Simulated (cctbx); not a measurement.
**Resonant diffraction in Mn3V2S10**

Space group P-1 (no. 2), a = 6.3190 Å, b = 6.9550 Å, c = 17.9790 Å, α = 84.09°, β = 83.72°, γ = 76.28°.

```csv
atom,mult.,x,y,z,Ueq (Å²)
Mn1,2,0.7443,0.0653,0.9484,0.0086
Mn2,1,0,1/2,0,0.0084
Mn3,2,0.2386,0.5675,0.4506,0.0120
Mn4,1,1/2,0,1/2,0.0115
V1,2,0.7676,0.6197,0.3317,0.0087
V2,2,0.2659,0.1154,0.8402,0.0037
S1,2,0.1176,0.4900,0.3374,0.0054
S2,2,0.6088,0.0034,0.8394,0.0054
S3,2,0.0806,0.6859,0.1098,0.0063
S4,2,0.5879,0.1809,0.6095,0.0060
S5,2,0.8065,0.9389,0.2696,0.0068
S6,2,0.3056,0.4460,0.7706,0.0073
S7,2,0.8619,0.7252,0.4753,0.0056
S8,2,0.3661,0.2145,0.9788,0.0076
S9,2,0.6210,0.3763,0.4289,0.0137
S10,2,0.1300,0.8671,0.9289,0.0105
```

The model is made up (kin elements in a known structure type, no relaxation), so it says nothing on whether the phase exists.

Calculated with cctbx: free-atom f′ and f″ from the Sasaki tables, no fine structure; amplitudes in electrons.

```csv
E (eV),F 0 1 3,F 1 0 1,F 0 1 0,F 1 1 0
4865,17.2,113.2,2.3,99.0
5215,15.2,110.5,2.3,96.5
5345,13.3,108.2,2.3,94.3
5405,11.3,105.8,2.2,92.1
5435,9.3,103.5,2.2,89.9
5450,7.3,101.2,2.2,87.7
5457,5.4,99.0,2.1,85.7
5461,3.4,96.8,2.1,83.6
5469,10.4,97.2,2.1,84.0
5473,11.2,99.9,2.2,86.6
5480,12.3,102.2,2.2,88.8
5495,13.8,104.8,2.2,91.2
5525,15.4,107.3,2.3,93.5
5615,17.9,110.7,2.3,96.7
5865,20.7,114.1,2.3,99.8
```

**Question.** Which edge is crossed, and why do the reflections move as they do?

The K edge of V. The edge is at 5465 eV. f′ of V falls from -3.6 e at 5345 eV to -7.2 e at 4 eV below it, and f″ steps from 0.45 to 3.99 e across it. Over that approach |F| changes by -74 % (0 1 3), -11 % (1 0 1), -9 % (0 1 0) and -11 % (1 1 0): a reflection falls where V scatters in phase with the total and rises where it scatters against it; it hardly moves where the V term is small or cancels by symmetry. Above the edge the larger f″ enters the imaginary part, where it can add to or cancel the other atoms' f″. The structure is centrosymmetric, so Friedel mates stay equal.

[Logs are printed without paths, hosts, clocks, repeated set-up lines and the standing remarks that a program may print on its own settings, such as how far it seeks lower states.]
